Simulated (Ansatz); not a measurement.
Rows from a G0W0 calculation on BaNaYWO6 (F-43m) (Ansatz 0.2.0; G0W0 on PBE, plane waves, PAW; 4×4×4 mesh, 1210 empty bands, screening to 234 eV, hard PAW files), in eV. Spin-orbit coupling is left out.

```
row      Σx     Σc     Vxc     Z
  A  -25.70   4.27  -20.60  0.72
  B  -16.77  -4.73  -22.17  0.74
  C  -25.98   4.19  -20.89  0.73
  D  -25.64   4.28  -20.54  0.72
  E  -13.39  -4.39  -18.32  0.78
  F  -13.23  -4.55  -18.32  0.78
```

Question: Which rows are filled states and which are empty ones, and how can one tell?

Filled: A, C and D. Empty: B, E and F. The sign of Σc tells: for a filled state bare exchange, which holds its interaction with itself, lies below Vxc (Σx − Vxc is -5.1 eV or lower here) and screening gives part back as a positive Σc. For an empty state Σx lies above Vxc (+4.9 eV or more) and the Coulomb hole leaves Σc negative.

[Paths, hosts, dates, memory and timing lines, banners, echoed tables and standing remarks are left out of the program output.]

[Logs are printed without paths, hosts, clocks, repeated set-up lines and the standing remarks that a program may print on its own settings, such as how far it seeks lower states.]

[Runs of the session that timed out or met a known fault of the program may be left out.]

[Cells called generated may have been cut or substituted from an entry of the Crystallography Open Database or the Materials Project.]

[Hosts, paths, dates, database ids (printed as entryN), source tags and the programs' standing remarks are cut or masked in the printed files.]
